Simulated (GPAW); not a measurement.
# Work function of Cl/Pd(100) at several levels, part 2 of 2

Wanted: work functions and dipole of Cl/Pd(100), with the cost of each level.

GPAW 26.7.0; GPAW, PAW setups; slab in vacuum, relaxation (the session's first sound run).

So far, upper work function (eV): step 2 (relaxation, PBE, GPAW) 5.94; step 4 (self-consistent run: xc = "RPBE") 5.85; step 5 (self-consistent run: xc = "LDA") 6.17; step 6 (self-consistent run: xc = "revPBE") 5.85; step 7 (self-consistent run: xc = "vdW-DF2", GPAW, PAW setups, GPAW) 6.42.

## 8. OptPBE vdW: xc = "optPBE-vdW"

The same geometry under optPBE-vdW, to see how far the functional moves the levels against the vacuum (the van der Waals functionals take revPBE setups).

Input file run.py:

```python
import json
import numpy as np
from ase import Atoms
from gpaw import GPAW, PW

slab = Atoms(
    ['Pd', 'Pd', 'Pd', 'Pd', 'Cl'],
    positions=[
        [1.37532, 1.37532, 9.00000],
        [0.00000, 0.00000, 10.94500],
        [1.37532, 1.37532, 12.95833],
        [0.00000, -0.00000, 14.97930],
        [1.37532, 1.37532, 16.93595]],
    cell=[[2.75065, 0.0, 0.0], [0.0, 2.75065, 0.0], [0.0, 0.0, 25.45377]],
    pbc=[True, True, False])

slab.calc = GPAW(mode=PW(400), xc='optPBE-vdW', kpts={'size': (11, 11, 1), 'gamma': True},
                 occupations={'name': 'fermi-dirac', 'width': 0.1}, nbands='160%',
                 convergence={'density': 1e-05}, maxiter=200,
                 poissonsolver={'dipolelayer': 'xy'},
                 symmetry={'tolerance': 1e-3}, txt='slab.txt')
result = {}
energy = slab.get_potential_energy()
fermi = slab.calc.get_fermi_level()
v = slab.calc.get_electrostatic_potential().mean((0, 1)) - fermi
n = slab.calc.get_pseudo_density().mean((0, 1))
L = slab.cell[2, 2]
z = np.arange(len(v)) * L / len(v)
low, high = slab.positions[:, 2].min(), slab.positions[:, 2].max()
below, above = np.interp([low - 6.8, high + 6.8], z, v)
slopes = [np.interp(x, z, np.gradient(v, z)) for x in (low - 6.8, high + 6.8)]
eps = np.array([[slab.calc.get_eigenvalues(k, s) for k in range(len(slab.calc.get_ibz_k_points()))]
                for s in range(slab.calc.get_number_of_spins())]) - fermi
top, bottom = eps[eps < 0].max(), eps[eps > 0].min()
dipole = slab.get_dipole_moment()[2]
print(f'energy {energy:.4f} eV, Fermi level {fermi:.4f} eV, dipole {dipole:.5f} e A')
print(f'potential 6.8 A off the faces, from the Fermi level: lower {below:.4f} eV, upper {above:.4f} eV')
print(f'slope of the potential there: lower {slopes[0]:.5f}, upper {slopes[1]:.5f} eV/A')
print(f'nearest levels on the mesh: {top:.4f} and {bottom:.4f} eV')
print('magnetic moment', round(slab.get_magnetic_moment(), 3))
result.update(energy=energy, fermi=fermi, dipole=dipole, below=below, above=above, slopes=slopes, edges=[top, bottom],
              z=z.tolist(), v=v.tolist(), n=n.tolist(), positions=slab.positions.tolist(),
              forces=slab.get_forces(apply_constraint=False).tolist(), moments=slab.get_magnetic_moments().tolist())
json.dump(result, open('result.json', 'w'))
```

The run is started by

```
$ OMP_NUM_THREADS=1 OPENBLAS_NUM_THREADS=1 python run.py
```

Log:

```text
energy -79.4215 eV, Fermi level -0.0348 eV, dipole -0.03795 e A
potential 6.8 A off the faces, from the Fermi level: lower 5.2900 eV, upper 6.1996 eV
slope of the potential there: lower 0.00001, upper 0.00004 eV/A
nearest levels on the mesh: -0.0022 and 0.0036 eV
magnetic moment 0.0
```

Run time: 3.5 min. Hardware: 1 thread of Arm Neoverse V1, shared host; peak memory 0.37 GiB.

Numbers from this step:

```yaml
dipole_along_the_normal: -0.03795 e·Å
levels_nearest_the_fermi_level_on_the_mesh: -0.002174, 0.003577 eV from the Fermi level
upper_work_function: 6.200 eV
lower_work_function: 5.290 eV
```

The upper face's work function is 6.200 eV, against 5.943 eV in the first plane-wave PBE run at this geometry.

## 9. Real-space grid: mode = "fd"

A real-space grid is a second complete basis, so it checks the plane-wave result.

Changes to run.py since step 8:

```diff
@@ -3,3 +3,3 @@
 from ase import Atoms
-from gpaw import GPAW, PW
+from gpaw import GPAW
 
@@ -16,3 +16,3 @@
 
-slab.calc = GPAW(mode=PW(400), xc='optPBE-vdW', kpts={'size': (11, 11, 1), 'gamma': True},
+slab.calc = GPAW(mode='fd', h=0.18, xc='PBE', kpts={'size': (11, 11, 1), 'gamma': True},
                  occupations={'name': 'fermi-dirac', 'width': 0.1}, nbands='160%',
```

Log:

```text
energy -16.0214 eV, Fermi level -5.5226 eV, dipole -0.03498 e A
potential 6.8 A off the faces, from the Fermi level: lower 5.1043 eV, upper 5.9410 eV
slope of the potential there: lower -0.00000, upper 0.00000 eV/A
nearest levels on the mesh: -0.0013 and 0.0007 eV
magnetic moment 0.0
```

Elapsed: 19 min, on 1 thread; peak memory 1.2 GiB.

This step gave:

| Property | Result |
| --- | --- |
| dipole along the normal | -0.03498 e·Å |
| levels nearest the Fermi level on the mesh | -0.001268, 6.83e-4 eV from the Fermi level |
| upper work function | 5.941 eV |
| lower work function | 5.104 eV |

The upper face's work function is 5.941 eV, against 5.943 eV in the first plane-wave PBE run at this geometry.

## 10. Atomic orbitals: mode = "lcao"

Atom-centred orbitals end a few angstrom from the surface, which tests how much the density's tail matters.

Changes to run.py since step 9:

```diff
@@ -16,4 +16,4 @@
 
-slab.calc = GPAW(mode='fd', h=0.18, xc='PBE', kpts={'size': (11, 11, 1), 'gamma': True},
-                 occupations={'name': 'fermi-dirac', 'width': 0.1}, nbands='160%',
+slab.calc = GPAW(mode='lcao', basis='dzp', h=0.18, xc='PBE', kpts={'size': (11, 11, 1), 'gamma': True},
+                 occupations={'name': 'fermi-dirac', 'width': 0.1}, nbands='120%',
                  convergence={'density': 1e-05}, maxiter=200,
```

Log:

```text
energy -13.8904 eV, Fermi level -5.6039 eV, dipole -0.03957 e A
potential 6.8 A off the faces, from the Fermi level: lower 5.1307 eV, upper 6.0771 eV
slope of the potential there: lower -0.00001, upper 0.00000 eV/A
nearest levels on the mesh: -0.0005 and 0.0147 eV
magnetic moment 0.0
```

The job ended after 44 min (1 thread; peak memory 0.45 GiB).

This step gave:

* dipole along the normal: -0.03957 e·Å
* levels nearest the Fermi level on the mesh: -5.26e-4, 0.01465 eV from the Fermi level
* upper work function: 6.077 eV
* lower work function: 5.131 eV

The upper face's work function is 6.077 eV, against 5.943 eV in the first plane-wave PBE run at this geometry.

## 11. The ladder

Times are for 1 thread of Arm Neoverse V1, shared host. The series side by side:

| no. | run | upper work function (eV) | lower work function (eV) | time | memory (GiB) |
| --- | --- | --- | --- | --- | --- |
| 1 | pw | 5.943 | 5.106 | 5.7 min | 0.25 |
| 2 | RPBE | 5.851 | 4.915 | 3.2 min | 0.25 |
| 3 | LDA | 6.170 | 5.515 | 5.1 min | 0.25 |
| 4 | revPBE | 5.846 | 4.939 | 3.2 min | 0.25 |
| 5 | vdW DF2 | 6.421 | 5.507 | 5 min | 0.37 |
| 6 | optPBE vdW | 6.200 | 5.290 | 3.5 min | 0.37 |
| 7 | fd | 5.941 | 5.104 | 19 min | 1.2 |
| 8 | lcao | 6.077 | 5.131 | 44 min | 0.45 |

## 12. Side by side

Results and costs are gathered.

This step: comparison of work functions, dipole and cost (GPAW 26.7.0).

Ladder, by row:

| step | code | work function, upper (eV) | work function, lower (eV) | dipole (e Å) | wall time (s) | peak memory (GiB) | threads |
| --- | --- | --- | --- | --- | --- | --- | --- |
| pw | GPAW | 5.943 | 5.106 | -0.0349 | 344.9 | 0.25 | 1 |
| RPBE | GPAW | 5.851 | 4.915 | -0.03903 | 189.8 | 0.25 | 1 |
| LDA | GPAW | 6.17 | 5.515 | -0.02735 | 304.9 | 0.25 | 1 |
| revPBE | GPAW | 5.846 | 4.939 | -0.03788 | 190.1 | 0.25 | 1 |
| vdW-DF2 | GPAW | 6.421 | 5.507 | -0.03813 | 300.3 | 0.37 | 1 |
| optPBE-vdW | GPAW | 6.2 | 5.29 | -0.03795 | 208.1 | 0.37 | 1 |
| fd | GPAW | 5.941 | 5.104 | -0.03498 | 1146 | 1.18 | 1 |
| lcao | GPAW | 6.077 | 5.131 | -0.03957 | 2643 | 0.45 | 1 |

## 13. What came out

| Property | Result |
| --- | --- |
| work function, upper and lower face | 5.943 and 5.106 eV |
| dipole along the normal | -0.0349 e Å |

In words: With plane waves and PBE the work function is 5.94 eV on the upper face and 5.11 eV on the lower. The two faces differ by 0.84 eV, the step that the slab's dipole makes (e p/(ε0 A) gives 0.83 eV), so the dipole layer is needed. Over the sound runs of the table the upper face's work function spans 5.846 (revPBE) to 6.421 eV (vdW-DF2). Atomic orbitals miss the plane-wave value by 0.13 eV, since they describe the tail of the density in the vacuum poorly. The cell of 7.57 Å² holds one Cl, started on one chosen site; other sites and coverages weren't tried. The in-plane lattice was kept as typed, which isn't the functional's own and leaves some strain; spin-orbit coupling and temperature are left out.

[Logs are printed without paths, hosts, clocks, repeated set-up lines and the standing remarks that a program may print on its own settings, such as how far it seeks lower states.]

[Hosts, paths, dates, database ids (printed as entryN), source tags and the programs' standing remarks are cut or masked in the printed files.]
